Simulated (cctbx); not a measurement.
# Symmetry from intensities

Cell: a = 3.7710 Å, b = 12.3170 Å, c = 13.5190 Å, α = 90.00°, β = 90.00°, γ = 90.00°. Expected content of the cell: Os4 Te16 Cr4.

The data are simulated with cctbx, not measured: Mo Kα, λ = 0.71073 Å, to d = 0.84 Å, 95 % of the full sphere, strongest reflection 5000 counts, noise from counting, a 2 % proportional error and a noise floor of 8 counts (s.d.); no absorption, some extinction.

Tests on the unmerged data give:

```text
4256 reflections to d = 0.840 A
centring   violations  <I/sigma> of those
    A       1245 of  2151      7.0
    B       1163 of  2117      6.8
    C       1212 of  2134      6.8
    I       1106 of  2123      6.3
    R       1594 of  2830      6.8
    F       1810 of  3201      6.9
Laue class    unique    Rint  (classes that these axes allow; Friedel mates merged)
P -1             2232   0.064
P 1 2/m 1        1183   0.073
P 1 1 2/m        1179   0.075
P 2/m 1 1        1306   0.073
P m m m           715   0.079
space group    extra absences  I>4sigma  <I/sigma>
P 2 2 2                 0          0         -  acentric
P 2 2 21               16          0       0.3  acentric
P 21 2 2                4          0      -0.8  acentric
P 21 2 21              20          0       0.1  acentric
P m m 2                 0          0         -  acentric
P 2 m m                 0          0         -  acentric
P m 2 m                 0          0         -  acentric
P m n 21              105          0       0.0  acentric
P 21 n m              105          0       0.0  acentric
P m m m                 0          0         -  centric
P m n m :1            105          0       0.0  centric
P m n m :2            105          0       0.0  centric
Wilson B = 0.83 A^2   <|E^2-1|> = 0.873 (0.968 centric, 0.736 acentric)   E^2>4: 3.1 %
shell (A)         n   <I/sigma>
13.52 - 1.68    110     19.1
 1.68 - 1.33     91     15.4
 1.33 - 1.16     90     17.5
 1.16 - 1.06     91     16.2
 1.06 - 0.98     74     12.9
 0.98 - 0.92     85      9.7
 0.92 - 0.88     87     11.4
 0.88 - 0.84     87     12.5
```

Q: Read the symmetry from these tables.

Every centring test has many violations, so the lattice is primitive.

Rint stays low (0.064 to 0.079) up to P m m m, the highest class in these axes. It includes Bijvoet differences, since Friedel mates are merged.

12 settings pass the absence test. The most absences obeyed, 105, belong to P m n 21, P 21 n m and P m n m, which absences can't tell apart.

⟨|E²−1|⟩ = 0.873 lies between the two ideal values. The Wilson B of 0.83 Å² means U ≈ 0.0105 Å².

The true group is Pmn2_1 (no. 31), Laue class mmm, non-centrosymmetric. The tables only narrow the choice to the tied entries; cell content, site symmetry and trial solutions must settle it.

This is a model crystal, built by substitution and not relaxed, with assumed displacement parameters.

[Logs are printed without paths, hosts, clocks, repeated set-up lines and the standing remarks that a program may print on its own settings, such as how far it seeks lower states.]
